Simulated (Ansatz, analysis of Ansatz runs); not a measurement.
# A hop of Li in CsLi2Br3 (Immm), charge −1, part 4 of 4

How high is the barrier when Li changes place in CsLi2Br3 (Immm)? The case: V_Li hop (3.9 Å), charge −1, in a cell of 72 host atoms with 1 Li taken out.

Ansatz 0.2.0; plane-wave PAW DFT, PBEsol; nudged elastic band between two relaxed defect structures at fixed charge in a uniform background.

So far: Starting point; Relaxation of the start point, charge −1; Relaxation of the end point, charge −1; Nudged elastic band, charge −1.

### Step 4. Nudged elastic band, charge −1 (continued)

Track of the atom that was set to move:

```tsv
image	x (Å)	y (Å)	z (Å)	nearest neighbour	distance (Å)
0	9.216	8.102	10.64	Br	2.551
1	9.449	7.554	10.03	Br	2.39
2	9.843	6.931	9.104	Br	2.355
3	10.81	6.255	9.001	Br	2.39
4	11.56	5.699	9.123	Br	2.551
```

The band met its tolerance of 0.04 eV/Å after 20 iterations, with image 2 on top (the start counts as 0). Li30, which moves farthest between the ends, has 4 Br at 2.55 to 2.63 Å nearest at the start and 2 Br at 2.35 to 2.39 Å at the top. In at least one step between neighbouring images a covalent bond changes partner or an atom goes far. The images sample such a step coarsely, so the top may lie higher.

### Step 5. Single point at the top of the path, PBEsol

A single point at the top of the band gives the levels near the gap and the populations there.

This step: plane-wave PAW DFT, PBEsol; single point of a defect supercell on a structure of the PBEsol path.

File qm1_c72k1s.top.probe/input.yaml:

```yaml
crystal:
  lattice:
    - [13.85313979, 0.0, 0.0]
    - [4.61771326, 11.05374873, 0.0]
    - [0.0, 0.0, 13.17917308]
  atoms:
    - { symbol: Cs, position: [0.00211822, 0.4985651, 0.00168288] }
    - { symbol: Cs, position: [0.08652343, 0.74858269, 0.50269479] }
[... 17 atom lines left out ...]
    - { symbol: Br, position: [0.28074776, 0.7339487, 0.69860184] }
[... 5 atom lines left out ...]
    - { symbol: Cs, position: [0.40272969, 0.77886602, 0.47211149] }
[... 3 atom lines left out ...]
    - { symbol: Li, position: [0.50148384, 0.62703124, 0.69077916] }
[... 2 atom lines left out ...]
    - { symbol: Li, position: [0.3361059, 0.49027157, 0.69188643] }
[... 1 atom line left out ...]
    - { symbol: Li, position: [0.49553575, -0.00015889, 0.69294522] }
[... 3 atom lines left out ...]
    - { symbol: Br, position: [0.50222066, 0.46546184, 0.79296015] }
[... 4 atom lines left out ...]
    - { symbol: Br, position: [0.58382655, 0.76690426, 0.71789092] }
[... 1 atom line left out ...]
    - { symbol: Br, position: [0.41701753, 0.74736872, 0.00505597] }
[... 2 atom lines left out ...]
    - { symbol: Cs, position: [0.66412248, 0.50384755, -0.01011958] }
[... 4 atom lines left out ...]
    - { symbol: Li, position: [0.75539165, 0.74240733, 0.80736507] }
[... 7 atom lines left out ...]
    - { symbol: Br, position: [0.83824468, 0.50612915, 0.78717398] }
[... 5 atom lines left out ...]
    - { symbol: Br, position: [0.63664371, 0.52064491, 0.50697732] }
[... 2 atom lines left out ...]
    - { symbol: Br, position: [0.92005624, 0.2498898, 0.00287772] }
total_charge: -1
basis:
  ecutwfc: 420
  xc_grid: 2
hamiltonian:
  xc: pbesol
kpoints:
  mp_grid: { grid: [1, 1, 1], shift: [0.25, 0.25, 0.25] }
scf:
  occupations: { method: fixed }
  max_iter: 100
output:
  forces: true
  eigenvalues: true
  eigenstates: { localisation: true }
  populations: true
  write_density: true
  write_potential: true
  volumetric_format: npy
  elf: true
checkpoint:
  write: "../qm1_c72k1s.top.probe.run"
  compress: false
  write_wavefunctions: false
  write_every: 100000
```

On the command line:

```bash
$ ansatz run input.yaml --threads 4 --pin off --max-ram 14131MiB --backend cpu --events-out ev --progress --plain --runs-dir out
```

Numbers of over 12 decimals in the logs are rounded to 6 here.

The program printed:

```text
[...]
Crystal: 71 atoms, lattice volume = 2018.115 Å³
Basis set: ecut = 420 eV, 39381 PW (Γ), exchange–correlation on 192×162×180 points (8 copies of the dense FFT grid, shifted against one another)
Bands: 286, of which v1, the nominal top of the filled ones, is band 215 counted from 1 (214 counted from 0)
Symmetry: 1 space group operations
[...]
k-points: 1
[...]
SCF iter   1: F=—  HF=-170322.284824 eV  |F-HF|=—  |Δ(HF+E_count)|=         —  Δρ=2.51e-3  dr2=1.64e-1  ethr=1.77e-3  ⟨swp⟩=7.0  Hψ=1079  notcnv=0  defer=69
[...]
SCF iter   7: F=-170322.245644 eV  HF=-170322.245644 eV  |F-HF|=4.34e-9  |Δ(HF+E_count)|=   3.72e-7  Δρ=7.33e-7  dr2=2.54e-8  ethr=2.33e-11  ⟨swp⟩=27.0  Hψ=3269  notcnv=0
SCF 1 converged in 7 iterations: F = -170322.245644 eV  dr2 = 2.54e-8
[...]
SCF converged after 7 iterations
Free energy (F): -170322.245644 eV
[...]
[... 2 atoms left out ...]
  atom  49  Cs    -0.00027505    -0.00056448     0.00108017
  [... 4 atoms left out ...]
  atom  54  Li    -0.00013481    -0.00136867    -0.00028682
  [... 7 atoms left out ...]
  atom  62  Br    -0.00122039    -0.00063702     0.00073419
[...]
atom  68  Br     0.00126299    -0.00039600    -0.00033940
[...]
max |Σ_I F_I| component: 1.31e-5 eV/Å
--- Band table (eV) ---
[...]
--- Löwdin populations: 71 sites ---
  site symbol       q [e]
     0     Cs      8.2580
     1     Cs      8.2582
[...]
19     Br      7.5879
[...]
29     Li      2.3705
[...]
32     Li      2.3932
[...]
38     Br      7.5853
[...]
43     Br      7.5830
  [... 1 atom left out ...]
    45     Br      7.6392
[...]
48     Cs      8.2553
  [... 4 atoms left out ...]
    53     Li      2.3926
  [... 7 atoms left out ...]
    61     Br      7.5960
  [... 5 atoms left out ...]
    67     Br      7.6228
  [... 3 atoms left out ...]
  spilling = 0.006030 (of n_electrons = 430.000000)
[key lines of the parts left out:]
Fermi energy:    2.274691 eV
```

It took 53 s on 4 threads of Arm Neoverse V1, shared host; peak memory 3.1 GiB.

Read from the output:

```yaml
free_energy: -170322.2456 eV
```

From eigenstates.tsv, first k-point; energies on the run's zero. The participation number counts the atoms that a state is spread over, of 71; bands count from 0.

```tsv
spin	band	energy (eV)	occupation	participation	largest share on	share
both	209	2.002	2.00	22.6	Br46	0.13
both	210	2.055	2.00	24.4	Br20	0.10
both	211	2.074	2.00	20.6	Br60	0.12
both	212	2.117	2.00	17.2	Br39	0.10
both	213	2.164	2.00	13.4	Br65	0.18
both	214	2.275	2.00	7.4	Br37	0.29
both	215	6.858	0.00	65.5	Li30	0.03
both	216	7.221	0.00	49.0	Cs26	0.04
both	217	7.444	0.00	49.0	Cs26	0.05
both	218	7.521	0.00	54.4	Cs1	0.05
both	219	7.680	0.00	38.5	Cs26	0.07
```

Under PBEsol at one point at (¼, ¼, ¼), the highest filled state is spread over 7 of 71 atoms, and the lowest empty one, 4.58 eV above it, is spread over 66 of 71 atoms.

Valence electrons by atom (Löwdin), nearest atoms first, with the excess over far atoms of the same element, which can also hold differences between inequivalent host sites (the log counts sites from 0):

```tsv
atom	distance from the centre (Å)	electrons	excess
Li30	0.95	2.370	-0.021
Br44	2.04	7.583	-0.004
Br39	2.25	7.585	-0.002
Br20	3.40	7.588	0.001
Br68	3.50	7.623	0.035
Cs49	3.62	8.255	-0.003
Br46	3.81	7.639	0.052
Li54	3.81	2.393	0.001
```

Electrostatic potential energy in the ab plane at fractional z = 0.750, through the centre, with atoms of Br within 0.45 Å of it. With pseudopotentials it is smooth inside the atoms' cores, unlike the true potential.

Ten even steps from '0' (-56 eV) to '9' (9 eV), each cell a mean:
```
001699888997313799988999720169998889984
523699999999878999999999987689999999998
988999999999999999999999999999999999999
999999999999999999999878999999999989999
999999999888999999997312699999999843579
998889998644799999998300279988899820037
999888999743589999999742379998899962026
999999999987789999999998899999999998778
999999999999999999888999999999999999999
999998899999999999988999999999989999999
999974358999999999889999999999853589998
889971004899889998546899999999830048998
889996213799888998401589999999973147998
999999877899999999743589999999998789999
999999999999999999998899999999999999999
988999999999999999999999999999999999999
852369999999987568999999999876789998999
840016999889985003799988999720048998899
984115899888997201599988899830005899999
999878999999999866799999999984115899999
999999999999999999999999999999888999999
999999999998899999999999999999999999999
789999999974247999999998534799999999987
015899999972003899888998300279988899973
```
Columns run along a (13.9 Å; values clipped at the 3rd and 97th percentile), rows up along b (12.0 Å). Atoms in or near the plane, at fractional coordinates: Br at (0.02, 0.98), Br at (0.17, 0.51), Br at (0.08, 0.26), Br at (0.33, 0.01), Br at (0.58, 0.77), Br at (0.67, 0.00), Br at (0.77, 0.23), Br at (0.92, 0.75).

ELF in the ab plane at fractional z = 0.750, through the centre, with atoms of Br within 0.45 Å of it. It is the smooth field of the valence electrons, not physical close to the nuclei.

Ten even steps from '0' (0.01) to '9' (0.88), each cell a mean:
```
437994000489879995000048986799610002799
988996100047999973001112699998510000269
799973101111246531137752125775102454113
146641025663100000279998521121025899741
300000258999741000489978985100048998997
830000379999996200489843898300038984489
951000158999998510158998999500005898689
841000015899998510003799987300001379999
411256421257874200000146652002553113677
102689974112321013320000110026898741111
015899899730000368997631000158998997300
004898459971000589999985100158996699710
001599879983000389977997300026898799840
000147999973000148998997300001479998630
455311366531123212589996200221014675211
899863111101368863125763013677521111014
998899620003799999621110037999996200027
995379950002799668983000048984589720017
899779961000389867996100027982049961003
368999851000137999985100002698779962000
102466411256421367762013532147999741011
642011002689975212210147987411466410257
998520014899899740000379989973100003799
679971003898448982000279954898300004899
```
Columns run along a (13.9 Å), rows up along b (12.0 Å). Atoms in or near the plane, at fractional coordinates: Br at (0.02, 0.98), Br at (0.17, 0.51), Br at (0.08, 0.26), Br at (0.33, 0.01), Br at (0.58, 0.77), Br at (0.67, 0.00), Br at (0.77, 0.23), Br at (0.92, 0.75).

Valence density in the ab plane at fractional z = 0.750, through the centre, with atoms of Br within 0.45 Å of it. It is the smooth field of the valence electrons, not physical close to the nuclei.

Values in e/Å³, 13 rows by 16 columns, each cell a mean:
```
1.0 0.7 0.1 0.1 0.4 0.9 0.5 0.1 0.1 0.2 0.8 0.8 0.2 0.1 0.1 0.5
0.3 0.3 0.1 0.1 0.1 0.1 0.1 0.1 0.3 0.2 0.1 0.2 0.1 0.1 0.2 0.1
0.1 0.1 0.1 0.3 0.6 0.2 0.0 0.1 0.7 1.0 0.4 0.1 0.1 0.4 0.9 0.6
0.2 0.1 0.1 0.3 1.0 0.6 0.1 0.0 0.4 0.9 0.6 0.1 0.1 0.3 0.9 0.9
0.1 0.1 0.1 0.1 0.3 0.3 0.1 0.1 0.1 0.2 0.2 0.1 0.1 0.1 0.2 0.3
0.1 0.4 0.8 0.4 0.1 0.1 0.1 0.3 0.2 0.0 0.0 0.1 0.5 0.7 0.2 0.1
0.1 0.3 1.0 0.9 0.2 0.1 0.2 0.9 0.9 0.2 0.0 0.0 0.5 1.1 0.7 0.1
0.1 0.1 0.3 0.4 0.1 0.1 0.1 0.5 0.8 0.3 0.0 0.0 0.1 0.4 0.3 0.1
0.5 0.5 0.1 0.1 0.1 0.2 0.4 0.2 0.1 0.1 0.1 0.3 0.3 0.1 0.1 0.1
0.8 1.0 0.6 0.1 0.1 0.5 1.1 0.7 0.1 0.0 0.1 0.9 0.9 0.4 0.1 0.1
0.2 0.6 0.4 0.1 0.1 0.2 0.7 0.7 0.1 0.0 0.1 0.5 0.9 0.7 0.1 0.0
0.1 0.1 0.1 0.1 0.3 0.3 0.1 0.1 0.1 0.2 0.3 0.1 0.2 0.2 0.1 0.1
0.9 0.3 0.1 0.1 0.8 1.0 0.4 0.1 0.1 0.5 1.0 0.7 0.1 0.1 0.1 0.7
```
Columns run along a (13.9 Å), rows up along b (12.0 Å). Atoms in or near the plane, at fractional coordinates: Br at (0.02, 0.98), Br at (0.17, 0.51), Br at (0.08, 0.26), Br at (0.33, 0.01), Br at (0.58, 0.77), Br at (0.67, 0.00), Br at (0.77, 0.23), Br at (0.92, 0.75).

The distance between the highest filled and the lowest empty level goes from 4.63 eV at the start to 4.58 eV at the top.

### Step 6. Summary of results

```yaml
barrier_forward: 0.62 eV (in doubt, see below)
barrier_backward: 0.62 eV
end_less_start: 0.00 eV
hop_length: 3.69 Å
band_iterations_as_the_log_counts_them: 20
```

What this shows: The top of the band lies 0.62 eV above the start and 0.62 eV above the end, which are alike in energy and neighbours. In at least one step between neighbouring images a covalent bond changes partner or an atom goes far. The images sample such a step coarsely, so the top may lie higher. At the top Li30 stands 2.35 Å from its nearest Br, 0.20 Å closer than at the start. The order of the top as a saddle was not checked for all atoms, so a bent path could be lower. No image-charge correction is applied; it largely cancels along a path if the charge stays localised alike. What this leaves open: one k-point off the zone centre stands for the whole zone; spin–orbit coupling, which can matter with heavy atoms, is left out.

[Logs are printed without paths, hosts, clocks, repeated set-up lines and the standing remarks that a program may print on its own settings, such as how far it seeks lower states.]

[Hosts, paths, dates, database ids (printed as entryN), source tags and the programs' standing remarks are cut or masked in the printed files.]
